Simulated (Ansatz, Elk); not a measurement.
# AlGePb: X-ray structure factors from the self-consistent density

The structure of AlGePb used here is made up (a known structure type with other elements) and was relaxed beforehand with PBEsol. The aim is the Fourier transform of its all-electron density, F(hkl), set beside the sum over free spherical atoms that refinements use.

Calculated with Elk 11.2.3 (patched build); DFT, PBE, all-electron APW+lo, Dirac cores, scalar-relativistic bands, static density, no spin.

The structure was built from a prototype and need not be the compound's stable phase.

## Step 1: Set-up

The structure is hexagonal, space group P-6m2 (No. 187). The conventional cell has a = 4.290 Å, b = 4.290 Å, c = 4.444 Å, α = 90.00°, β = 90.00°, γ = 120.00°. Nearest to Pb lie 6 Ge at 3.33 Å and 6 Al at 3.33 Å. Nearest to Ge lie 3 Al at 2.48 Å and 6 Pb at 3.33 Å. Al has 3 Ge at 2.48 Å and 6 Pb at 3.33 Å nearest. Farther neighbours are not listed.

Coordinates:

```cif
data_structure
_symmetry_space_group_name_H-M 'P-6m2'
_symmetry_Int_Tables_number 187
_cell_length_a 4.2897
_cell_length_b 4.2897
_cell_length_c 4.4441
_cell_angle_alpha 90.000
_cell_angle_beta 90.000
_cell_angle_gamma 120.000
_cell_volume 70.82
loop_
_atom_site_label
_atom_site_type_symbol
_atom_site_symmetry_multiplicity
_atom_site_Wyckoff_symbol
_atom_site_fract_x
_atom_site_fract_y
_atom_site_fract_z
_atom_site_occupancy
Pb1 Pb 1 a 0.00000 0.00000 0.00000 1
Ge1 Ge 1 d 0.33333 0.66667 0.50000 1
Al1 Al 1 f 0.66667 0.33333 0.50000 1
```

## Step 2: Ground state and structure factors

An all-electron density is needed, since X-rays see the cores too. Task 0 finds the density and task 195 Fourier-transforms it; tshift is off so that phases refer to the origin typed.

The input, elk.in:

```
tasks
  0
  195

xctype
  20

spinpol
  .false.

rgkmax
  7.0

gmaxvr
  14.0

lmaxo
  7

lmaxapw
  8

swidth
  0.002

tshift
  .false.

ramdisk
  .false.

hmaxvr
  5.5

maxscl
  120

epspot
  1e-06

sppath
  './'

avec
  8.10633615808 0.00000000000 0.00000000000
  -4.05316807904 7.02029304451 0.00000000000
  0.00000000000 0.00000000000 8.39819852740

atoms
  3
  'Pb.in'
  1
  0.0000000000 0.0000000000 0.0000000000   0.000000 0.000000 0.000000
  'Ge.in'
  1
  0.3333333333 0.6666666667 0.5000000000   0.000000 0.000000 0.000000
  'Al.in'
  1
  0.6666666667 0.3333333333 0.5000000000   0.000000 0.000000 0.000000

ngridk
  6 6 5
```

Run with:

```bash
OMP_NUM_THREADS=4 elk
```

Numbers of over 12 decimals in the logs are rounded to 6 here.

Log:

```text
┌─────────────────────────┐
│ Elk code version 11.2.3 │
└─────────────────────────┘

All units are atomic (Hartree, Bohr, etc.)

┌─────────────────────────────────────────────────┐
│ Ground-state run starting from atomic densities │
└─────────────────────────────────────────────────┘

Lattice vectors :
   8.106336158       0.000000000       0.000000000
  -4.053168079       7.020293045       0.000000000
   0.000000000       0.000000000       8.398198527

Reciprocal lattice vectors :
  0.7750955777      0.4475016404      -0.000000000
   0.000000000      0.8950032808       0.000000000
   0.000000000      -0.000000000      0.7481587017

Unit cell volume      :    477.9318652
Brillouin zone volume :   0.5190074810

Muffin-tin inner radius fraction :   0.1000000000E-01

Nuclei treated as point charges

Species : 1 (Pb)
 parameters loaded from : Pb.in
 name : lead
 nuclear charge    :   -82.00000000
 electronic charge :    82.00000000
 atomic mass :    377702.4943
 muffin-tin radius :    2.800000000
 number of radial points in muffin-tin :   1393
 inner part over the whole radius :   0.9993555083E-02
 number on inner part of muffin-tin    :   1001
 approximate nuclear radius :   0.1047603524E-03
 number of mesh points to nuclear radius :    525
 atomic positions (lattice), magnetic fields (Cartesian) :
  1 :   0.00000000  0.00000000  0.00000000    0.00000000  0.00000000  0.00000000

Species : 2 (Ge)
 parameters loaded from : Ge.in
 name : germanium
 nuclear charge    :   -32.00000000
 electronic charge :    32.00000000
 atomic mass :    132414.6196
 muffin-tin radius :    2.400000000
 number of radial points in muffin-tin :    993
 inner part over the whole radius :   0.9906635991E-02
 number on inner part of muffin-tin    :    702
 approximate nuclear radius :   0.7637961215E-04
 number of mesh points to nuclear radius :    340
 atomic positions (lattice), magnetic fields (Cartesian) :
  1 :   0.33333333  0.66666667  0.50000000    0.00000000  0.00000000  0.00000000

Species : 3 (Al)
 parameters loaded from : Al.in
 name : aluminium
 nuclear charge    :   -13.00000000
 electronic charge :    13.00000000
 atomic mass :    49184.33496
 muffin-tin radius :    2.200000000
 number of radial points in muffin-tin :    793
 inner part over the whole radius :   0.9821194981E-02
 number on inner part of muffin-tin    :    552
 approximate nuclear radius :   0.5839653600E-04
 number of mesh points to nuclear radius :    244
 atomic positions (lattice), magnetic fields (Cartesian) :
  1 :   0.66666667  0.33333333  0.50000000    0.00000000  0.00000000  0.00000000

Total number of atoms per unit cell :    3
Total muffin-tin volume :    194.4603965
 ratio of muffin-tin to unit cell volume :   0.4068789102

Spin treatment :
 spin-unpolarised

Number of Bravais lattice symmetries :   24
Number of crystal symmetries         :   12
Crystal has no inversion symmetry
Complex Hermitian eigensolver will be used

k-point grid :      6     6     5
k-point offset :    0.000000000       0.000000000       0.000000000
k-point set is reduced with full crystal symmetry group
Total number of k-points :       30

Muffin-tin radius times maximum |G+k| :    7.000000000
 using average radius
Maximum |G+k| for APW functions       :    2.837837838
Maximum (1/2)|G+k|²                   :    4.026661797
Maximum |G| for potential and density :    14.00000000
Constant for pseudocharge density :   10
 order of it for each species :   17  17  17
 order of it for pair densities of each species (exact exchange by exxq0 0: 18) :   13   9   7
Radial integration step length :    1

G-vector grid sizes :     40    40    40
Number of G-vectors :    22045

Maximum angular momentum used for
 APW functions            :    8
 outer part of muffin-tin :    7
 inner part of muffin-tin :    2

Total nuclear charge    :   -127.0000000
Total core charge       :    90.00000000
Total valence charge    :    37.00000000
Total excess charge     :    0.000000000
Total electronic charge :    127.0000000

[...]
(states/Hartree/unit cell)

Estimated indirect band gap :   0.3416517586E-02
 from k-point 27 to k-point 18
Estimated direct band gap   :   0.4039249137E-01
 at k-point 10

Charges :
 core                        :    90.00000000
 valence                     :    37.00000000
 interstitial                :    4.927534971
 muffin-tins (core leakage)
  species : 1 (Pb)
   atom 1                    :    80.04991167     (  0.1235182610E-02)
  species : 2 (Ge)
   atom 1                    :    30.75346314     (  0.3427648921E-03)
  species : 3 (Al)
   atom 1                    :    11.26909022     (  0.4802549585E-03)
 total in muffin-tins        :    122.0724650
 total calculated charge     :    126.9977838
 total charge                :    127.0000000
 error                       :   0.2216189488E-02

RMS change in Kohn-Sham potential (target) :   0.3718228276     (  0.1000000000E-05)
Absolute change in total energy (target)   :   0.9954013189     (  0.1000000000E-03)

[... loops 3 to 14 left out ...]

┌──────────────────┐
│ Loop number : 15 │
└──────────────────┘

Energies :
 Fermi                       :     0.230298
 sum of occupied eigenvalues :     -14283.164017582
 electron kinetic            :      26757.023278463
 core electron kinetic       :      26407.608591012
 Coulomb                     :     -49538.856333041
 Coulomb potential           :     -40401.494119389
 nuclear-nuclear             :     -1802.5762252817
 electron-nuclear            :     -55099.114952873
 Hartree                     :      7362.8348451144
 Madelung                    :     -29338.109273346
 xc potential                :     -638.69317665569
 exchange                    :     -481.59607929827
 correlation                 :     -7.126348
 electron entropic           :    -0.34034532110473E-03
 total energy                :     -23270.555822462

Density of states at Fermi energy :    22.28070066
 (states/Hartree/unit cell)

Estimated indirect band gap :   0.6368100523E-02
 from k-point 15 to k-point 10
Estimated direct band gap   :   0.3075502762E-01
 at k-point 4

Charges :
 core                        :    90.00000000
 valence                     :    37.00000000
 interstitial                :    4.914011636
 muffin-tins (core leakage)
  species : 1 (Pb)
[...]
species : 2 (Ge)
[...]
species : 3 (Al)
[...]
total in muffin-tins        :    122.0859884
 total calculated charge     :    126.9978634
 total charge                :    127.0000000
 error                       :   0.2136575983E-02

RMS change in Kohn-Sham potential (target) :   0.3164241502E-07 (  0.1000000000E-05)
Absolute change in total energy (target)   :   0.6380746709E-04 (  0.1000000000E-03)

Convergence targets achieved

┌──────────────────┐
│ Loop number : 16 │
└──────────────────┘

Energies :
 Fermi                       :     0.230298
 sum of occupied eigenvalues :     -14283.164015353
 electron kinetic            :      26757.023279968
 core electron kinetic       :      26407.608592208
 Coulomb                     :     -49538.856333341
 Coulomb potential           :     -40401.494119423
 nuclear-nuclear             :     -1802.5762252817
 electron-nuclear            :     -55099.114953262
 Hartree                     :      7362.8348452021
 Madelung                    :     -29338.109273630
 xc potential                :     -638.69317589844
 exchange                    :     -481.59607930936
 correlation                 :     -7.126348
 electron entropic           :    -0.34034526891428E-03
 total energy                :     -23270.555821269

Density of states at Fermi energy :    22.28069569
 (states/Hartree/unit cell)

Estimated indirect band gap :   0.6368102402E-02
 from k-point 15 to k-point 10
Estimated direct band gap   :   0.3075502738E-01
 at k-point 4

Charges :
 core                        :    90.00000000
 valence                     :    37.00000000
 interstitial                :    4.914011599
 muffin-tins (core leakage)
  species : 1 (Pb)
   atom 1                    :    80.27415520     (  0.1174908044E-02)
  species : 2 (Ge)
   atom 1                    :    30.59282758     (  0.3376881339E-03)
  species : 3 (Al)
   atom 1                    :    11.21900562     (  0.4698110788E-03)
 total in muffin-tins        :    122.0859884
 total calculated charge     :    126.9978634
 total charge                :    127.0000000
 error                       :   0.2136575970E-02

┌──────────────────────────────┐
│ Self-consistent loop stopped │
└──────────────────────────────┘

Warning : core states of species 1 leak from the muffin-tin :   0.1174908044E-02

Warning : core states of species 2 leak from the muffin-tin :   0.3376881339E-03

Warning : core states of species 3 leak from the muffin-tin :   0.4698110788E-03

Wrote STATE.OUT
```

Wall time 24 s (4 threads of Intel Xeon Platinum 8259CL at 2.50GHz (Skylake/Cascade Lake), shared host); peak memory 0.17 GiB; 59 s of CPU time.

SFACRHO.OUT:

```text

h k l indices transformed by vhmat matrix:
   1.000000000       0.000000000       0.000000000    
   0.000000000       1.000000000       0.000000000    
   0.000000000       0.000000000       1.000000000    

      h      k      l  multipl.   |H|            Re(F)            Im(F)           |F|

      0      0      0      1   0.0000000       127.00000      0.40851775E-16   127.00000    
      0      0     -1      2  0.74815870       36.329251     -0.43107787E-14   36.329251    
     -1      1      0      3  0.89500328       55.447280       15.424956       57.552846    
     -1      0      0      3  0.89500328       55.447280      -15.424956       57.552846    
      0      1      1      6   1.1665215       89.552532       14.697893       90.750670    
     -1      1      1      6   1.1665215       89.552532      -14.697893       90.750670    
      0      0      2      2   1.4963174       100.88297     -0.80846793E-14   100.88297    
     -2      1      0      6   1.5501912       99.599834      0.98362681E-08   99.599834    
     -1      2     -1     12   1.7212885       33.196665     -0.94993825E-08   33.196665    
     -1      0     -2      6   1.7435586       48.720129      -12.984116       50.420613    
     -1      1     -2      6   1.7435586       48.720129       12.984116       50.420613    
      0      2      0      3   1.7900066       48.607927       12.850280       50.277831    
     -2      2      0      3   1.7900066       48.607927      -12.850280       50.277831    
     -2      2     -1      6   1.9400683       77.313470       12.424016       78.305357    
     -2      0      1      6   1.9400683       77.313470      -12.424016       78.305357    
      1     -2      2     12   2.1545437       88.855755     -0.86367491E-08   88.855755    
      0      0      3      2   2.2444761       30.634258     -0.39629282E-13   30.634258    
      2     -2     -2      6   2.3330429       44.263364       11.389546       45.705220
```

Elk indexes on the primitive cell of elk.in and gives |H| = 4π sin θ/λ in inverse bohr. Below, one row stands for each form hkl of the conventional cell (m members, Friedel mates merged), F is for one primitive cell and the density is static (no thermal factor). Free-atom factors are Waasmaier and Kirfel's, and R is Σm||F|−|F'||/Σm|F|.

```csv
hkl,m,sin θ/λ (Å⁻¹),"abs F, DFT",neutral atoms,diff.,abs of complex diff.
001,2,0.113,36.329,36.704,-0.374,0.374
100,6,0.135,57.553,57.722,-0.169,0.206
101,12,0.175,90.751,90.766,-0.016,0.055
002,2,0.225,100.883,100.963,-0.080,0.080
110,6,0.233,99.600,99.923,-0.323,0.323
111,12,0.259,33.197,32.973,+0.224,0.224
102,12,0.262,50.421,50.440,-0.019,0.076
200,6,0.269,50.278,50.039,+0.239,0.281
201,12,0.292,78.305,78.519,-0.213,0.222
112,12,0.324,88.856,88.945,-0.089,0.089
003,2,0.338,30.634,30.598,+0.036,0.036
202,12,0.351,45.705,45.620,+0.086,0.124
210,12,0.356,45.352,45.356,-0.004,0.069
103,12,0.363,71.731,71.767,-0.036,0.066
```

## Step 3: The highest occupied states alone

An energy window below the Fermi level keeps the highest occupied states, to see at which angles they scatter; shallow core shells can lie inside it and anion s states outside. No new self-consistency is needed.

Edit elk.in of step 2 so:

```diff
@@ -1,3 +1,2 @@
 tasks
-  0
   195
@@ -40,2 +39,5 @@
 
+wsfac
+  -0.210690 0.530300
+
 sppath
```

Run with:

```bash
OMP_NUM_THREADS=4 elk
```

Log:

```text
┌─────────────────────────────────┐
│ Elk code version 11.2.3 started │
└─────────────────────────────────┘

Info(readinput): the functional depends on the density's gradient
 muffin-tin radial points multiplied by    2.00000
 (not where nrmtscf is given)

┌────────────────────┐
│ Current task : 195 │
└────────────────────┘

Info(sfacrho): density structure factors written to SFACRHO.OUT

 Energy window :  -0.2106900000      0.5303000000

┌──────────────────┐
│ Elk code stopped │
└──────────────────┘
```

Wall time 8.7 s (4 threads); peak memory 0.16 GiB; 11 s of CPU time.

States within 12 eV below the Fermi level hold 11.00 electrons; any levels below the window count with the cores. Their amplitudes can exceed the total, where window and core parts have opposite phase:

```csv
hkl,sin θ/λ (Å⁻¹),"abs F, window","abs F, all"
001,0.113,1.860,36.329
100,0.135,0.669,57.553
101,0.175,1.214,90.751
002,0.225,0.367,100.883
110,0.233,0.003,99.600
111,0.259,0.075,33.197
102,0.262,0.106,50.421
200,0.269,0.169,50.278
201,0.292,0.313,78.305
112,0.324,0.247,88.856
```

[end of part 1 of 2]

[Logs are printed without paths, hosts, clocks, repeated set-up lines and the standing remarks that a program may print on its own settings, such as how far it seeks lower states.]

[Hosts, paths, dates, database ids (printed as entryN), source tags and the programs' standing remarks are cut or masked in the printed files.]
